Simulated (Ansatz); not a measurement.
# Se on Al(111): change of the work function

Aim: the work function of Al(111) at several coverages of Se (fcc site), and the dipole that each adsorbate carries.

Main program and level: Ansatz 0.2.0; plane-wave DFT, PBE, Ansatz PAW.

Report form: the programs' logs are mostly left out.

### Step 1. Starting point

The cell holds 4 atoms: 4 Al. Its edges and angles: a = 2.864 Å, b = 2.864 Å, c = 25.015 Å, α = 90.0°, β = 90.0°, γ = 60.0°. Vacuum lies along c.

### Step 2. The clean slab

The bare slab comes first, as the zero from which every change is counted. The two lowest layers are held at bulk places and the upper ones relax. The dipole correction removes the false field that a one-sided slab makes across the periodic vacuum, so each face gets a flat vacuum level of its own.

input.yaml reads:

```yaml
crystal:
  lattice:
    - [2.8637824638, 0.0, 0.0]
    - [1.4318912319, 2.4801083646, 0.0]
    - [0.0, 0.0, 25.0148057707]
  atoms:
    - { symbol: Al, position: [0.0, 0.0, 0.3597869231] }
    - { symbol: Al, position: [0.3333333333, 0.3333333333, 0.4532623077] }
    - { symbol: Al, position: [0.6666666667, 0.6666666667, 0.5467376923] }
    - { symbol: Al, position: [0.0, 0.0, 0.6402130769] }
kpoints:
  mp_grid: { grid: [12, 12, 1] }
hamiltonian:
  xc: pbe
scf:
  occupations: { method: fermi_dirac, width: 0.1 }
  convergence: { dr2_threshold: 1.0e-08 }
efield:
  axis: 3
  dipole_correction: true
  ramp_position: 0.97
  ramp_width: 0.06
relax:
  f_tol: 0.02
  max_steps: 60
  constraints: [{ sites: [0, 1] }]
output:
  write_potential: true
  write_density: true
  volumetric_format: npy
```

Started as:

```console
$ ansatz run input.yaml --threads 2 --pin off --max-ram 4096MiB --backend cpu --events-out ev --progress --plain --runs-dir out
```

The job ended after 5.8 s (2 threads of Arm Neoverse V1, shared host; peak memory 0.35 GiB; 10 s of CPU time).

The steps of the relaxation:

```
step  energy less that of the first step (eV)  largest force component (eV/Å)
   1                                   0.0000                          0.1320
   2                                  -0.0031                          0.0570
   3                                  -0.0034                          0.0024
```

Forces are held to the 6 operations that the run works with; a distortion that breaks them can't arise in this run.

The atoms that moved most (Å):

```
atom     dx     dy      dz  length
 Al4  0.000  0.000  -0.057   0.057
 Al3  0.000  0.000  -0.053   0.053
```

This step gave:

```yaml
energy_at_zero_smearing: -2149.2508 eV
work_function_upper_face: 4.021 eV
dipole_along_the_normal: -7.20e-5 e·Å
```

Running mean over 2.338 Å of the planar mean; the ramp of the sawtooth is left out. Table of electron's electrostatic potential energy less the Fermi level by z:

```
z (Å)  electron's electrostatic potential energy less the Fermi level (eV)
  3.5                                                                 4.02
  4.0                                                                 4.02
  4.5                                                                 4.02
  5.0                                                                 4.01
  5.5                                                                 3.99
  6.0                                                                 3.92
  6.5                                                                 3.69
  7.0                                                                 2.91
  7.5                                                                0.996
  8.0                                                                -1.37
  8.5                                                                -3.48
  9.0                                                                -4.40
  9.5                                                                -4.56
 10.0                                                                -4.58
 10.5                                                                -4.60
 11.0                                                                -4.61
 11.5                                                                -4.65
 12.0                                                                -4.78
 12.5                                                                -4.81
 13.0                                                                -4.77
 13.5                                                                -4.65
 14.0                                                                -4.62
 14.5                                                                -4.62
 15.0                                                                -4.59
 15.5                                                                -4.56
 16.0                                                                -4.37
 16.5                                                                -3.33
 17.0                                                                -1.17
 17.5                                                                 1.19
 18.0                                                                 3.02
 18.5                                                                 3.72
 19.0                                                                 3.93
 19.5                                                                 3.99
 20.0                                                                 4.01
 20.5                                                                 4.02
 21.0                                                                 4.02
 21.5                                                                 4.02
```

The relaxation took 3 steps and lowered the energy by 0.0034 eV; the largest force on the free atoms ends at 0.0024 eV/Å.

The work function of the upper face is 4.02 eV.

### Step 3. Adsorbate added, k-mesh 4×4×1, coverage 0.111 ML

System of this step: Se/Al(111). The cell holds 37 atoms: 36 Al and 1 Se. Cell: a = 8.591 Å, b = 8.591 Å, c = 26.809 Å, α = 90.0°, β = 90.0°, γ = 60.0°. Vacuum lies along c.

The clean slab as it ended is repeated in the plane and the adsorbate is set on one face; the cell's size fixes the coverage, and the k-mesh shrinks with it to keep the sampling density about even. Adsorbate and upper layers relax, since the dipole depends on the height.

input.yaml reads:

```yaml
crystal:
  lattice:
    - [8.5913473915, 0.0, 0.0]
    - [4.2956736957, 7.4403250937, 0.0]
    - [0.0, 0.0, 26.8090152073]
  atoms:
    - { symbol: Al, position: [0.0, 0.0, 0.3357079673] }
    - { symbol: Al, position: [0.1111111111, 0.1111111111, 0.4229274556] }
    - { symbol: Al, position: [0.2222222222, 0.2222222222, 0.5081857574] }
    - { symbol: Al, position: [0.0, 0.0, 0.5952293325] }
    - { symbol: Al, position: [0.0, 0.3333333333, 0.3357079673] }
    - { symbol: Al, position: [0.1111111111, 0.4444444444, 0.4229274556] }
    - { symbol: Al, position: [0.2222222222, 0.5555555556, 0.5081857574] }
    - { symbol: Al, position: [0.0, 0.3333333333, 0.5952293325] }
[... 25 atom lines left out ...]
    - { symbol: Al, position: [0.7777777778, 0.7777777778, 0.4229274556] }
    - { symbol: Al, position: [0.8888888889, 0.8888888889, 0.5081857574] }
    - { symbol: Al, position: [0.6666666667, 0.6666666667, 0.5952293325] }
    - { symbol: Se, position: [0.1111111111, 0.1111111111, 0.6642920327] }
kpoints:
  mp_grid: { grid: [4, 4, 1] }
hamiltonian:
  xc: pbe
scf:
  occupations: { method: fermi_dirac, width: 0.1 }
  convergence: { dr2_threshold: 1.0e-08 }
efield:
  axis: 3
  dipole_correction: true
  ramp_position: 0.97
  ramp_width: 0.06
relax:
  f_tol: 0.02
  max_steps: 60
  constraints:
    - { sites: [0, 1, 4, 5, 8, 9, 12, 13, 16, 17, 20, 21, 24, 25, 28, 29, 32, 33] }
output:
  write_potential: true
  write_density: true
  volumetric_format: npy
```

The job ended after 2.3 min (2 threads; peak memory 2.1 GiB).

Relaxation path:

```
step  energy less that of the first step (eV)  largest force component (eV/Å)
   1                                   0.0000                          0.6277
   2                                  -0.1426                          0.1325
   3                                  -0.1496                          0.0569
   4                                  -0.1502                          0.0097
```

The run keeps the 6 symmetry operations that it works with, so distortions that break them were not tested.

The atoms that moved most (Å):

```
atom      dx      dy      dz  length
 Al8   0.000   0.120   0.069   0.139
 Al4  -0.104  -0.060   0.069   0.139
Al16   0.104  -0.060   0.069   0.139
 Al3  -0.019  -0.011   0.067   0.070
Al11   0.000   0.022   0.067   0.070
Al27   0.019  -0.011   0.067   0.070
Al32  -0.020   0.012  -0.066   0.070
Al20   0.020   0.012  -0.066   0.070
```

Final coordinates:

```xyz
37
Lattice="8.5913 0.0000 0.0000 4.2957 7.4403 0.0000 0.0000 0.0000 26.8090" Properties=species:S:1:pos:R:3
Al    0.0000    0.0000    9.0000
Al    1.4319    0.8267   11.3383
Al    2.8446    1.6423   13.6907
Al   -0.1042   -0.0602   16.0264
Al    1.4319    2.4801    9.0000
Al    2.8638    3.3068   11.3383
Al    4.2848    4.1398   13.5980
Al    1.4319    2.6004   16.0264
Al    2.8638    4.9602    9.0000
Al    4.2957    5.7869   11.3383
Al    5.7276    6.6358   13.6907
Al    2.8679    4.9579   15.9601
Al    2.8638    0.0000    9.0000
Al    4.2957    0.8267   11.3383
Al    5.7276    1.6409   13.5980
Al    2.9680   -0.0602   16.0264
Al    4.2957    2.4801    9.0000
Al    5.7276    3.3068   11.3383
Al    7.1703    4.1398   13.5980
Al    4.3157    2.4917   15.8919
Al    5.7276    4.9602    9.0000
Al    7.1595    5.7869   11.3383
Al    8.5943    6.6119   13.6035
Al    5.7276    4.9371   15.8919
Al    5.7276    0.0000    9.0000
Al    7.1595    0.8267   11.3383
Al    8.6105    1.6423   13.6907
Al    5.7276    0.0047   15.9601
Al    7.1595    2.4801    9.0000
Al    8.5913    3.3068   11.3383
Al   10.0232    4.1369   13.6035
Al    7.1394    2.4917   15.8919
Al    8.5913    4.9602    9.0000
Al   10.0232    5.7869   11.3383
Al   11.4522    6.6119   13.6035
Al    8.5873    4.9579   15.9601
Se    1.4319    0.8267   17.8003
```

This step gave:

```yaml
energy_at_zero_smearing: -24814.1347 eV
work_function_upper_face: 4.197 eV
work_function_lower_face: 4.029 eV
dipole_along_the_normal: -0.05921 e·Å
step_between_the_vacuum_levels: 0.1676 eV
```

Running mean over 2.338 Å of the planar mean; the ramp of the sawtooth is left out. Table of electron's electrostatic potential energy less the Fermi level by z:

```
z (Å)  electron's electrostatic potential energy less the Fermi level (eV)
  3.5                                                                 4.03
  4.0                                                                 4.03
  4.5                                                                 4.03
  5.0                                                                 4.02
  5.5                                                                 4.00
  6.0                                                                 3.93
  6.5                                                                 3.70
  7.0                                                                 2.93
  7.5                                                                 1.00
  8.0                                                                -1.36
  8.5                                                                -3.48
  9.0                                                                -4.40
  9.5                                                                -4.55
 10.0                                                                -4.57
 10.5                                                                -4.60
 11.0                                                                -4.60
 11.5                                                                -4.65
 12.0                                                                -4.76
 12.5                                                                -4.78
 13.0                                                                -4.75
 13.5                                                                -4.65
 14.0                                                                -4.63
 14.5                                                                -4.65
 15.0                                                                -4.64
 15.5                                                                -4.63
 16.0                                                                -4.54
 16.5                                                                -3.75
 17.0                                                                -1.85
 17.5                                                                0.340
 18.0                                                                 2.19
 18.5                                                                 3.09
 19.0                                                                 3.59
 19.5                                                                 3.94
 20.0                                                                 4.13
 20.5                                                                 4.18
 21.0                                                                 4.19
 21.5                                                                 4.20
 22.0                                                                 4.20
 22.5                                                                 4.20
 23.0                                                                 4.20
 23.5                                                                 4.20
```

The relaxation took 4 steps and lowered the energy by 0.15 eV; the largest force on the free atoms ends at 0.0097 eV/Å.

The covered face has 4.20 eV, +0.18 eV against the clean one; the bare back face has moved by +0.01 eV, a measure of how thin the slab is.

(Part 1 of 3 ends here.)

[Logs are printed without paths, hosts, clocks, repeated set-up lines and the standing remarks that a program may print on its own settings, such as how far it seeks lower states.]

[Hosts, paths, dates, database ids (printed as entryN), source tags and the programs' standing remarks are cut or masked in the printed files.]

[Maps of the electrostatic potential energy from Ansatz leave out the sawtooth potential of an applied field or a dipole correction, so their vacuum need not be flat; planar profiles and work functions include it.]
